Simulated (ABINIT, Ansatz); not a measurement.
An input for ABINIT 10.8.3 (Li3OCl (Pm-3m)):

```
acell 3*1.0 Angstrom
rprim 
  3.908337000000 0.000000000000 0.000000000000
  0.000000000000 3.908337000000 0.000000000000
  0.000000000000 0.000000000000 3.908337000000
ntypat 3
znucl 3 17 8
natom 5
typat 1 1 1 2 3
xred 
  0.000000000000 0.500000000000 0.500000000000
  0.500000000000 0.000000000000 0.500000000000
  0.500000000000 0.500000000000 0.000000000000
  0.000000000000 0.000000000000 0.000000000000
  0.500000000000 0.500000000000 0.500000000000
pp_dirpath "pseudos"
pseudos "Li.upf, Cl.upf, O.upf"
ecut 36
ngkpt 4 4 4
nshiftk 1
shiftk 0 0 0
kptopt 1
chksymbreak 0
istwfk *1
occopt 1
irdwfk 1
optdriver 3
nband 51
ecuteps 3.6
inclvkb 2
awtr 1
symchi 1
indata_prefix "in"
outdata_prefix "out"
tmpdata_prefix "tmp"
```

```sh
OMP_NUM_THREADS=1 mpirun -n 4 abinit run.abi > log
```

How long will it take on 4 MPI ranks of Arm Neoverse N1, shared host, and how much memory?

It took 21 s; on shared hardware allow 11 s to 43 s. Peak host memory was 0.65 GiB.

[Paths, hosts, dates, memory and timing lines, banners, echoed tables and standing remarks are left out of the program output.]

[Logs are printed without paths, hosts, clocks, repeated set-up lines and the standing remarks that a program may print on its own settings, such as how far it seeks lower states.]

[Runs of the session that timed out or met a known fault of the program may be left out.]

[Hosts, paths, dates, database ids (printed as entryN), source tags and the programs' standing remarks are cut or masked in the printed files.]

[G0W0 gaps are taken among the corrected bands and points alone; a level outside them can change the order at an edge.]

[Where Ansatz stands beside ABINIT at settings called matched, ABINIT's density can come from a denser mesh and the files from another edition; pairs whose starting gaps differed by over 0.03 eV were left out, so agreement reads better than it is.]
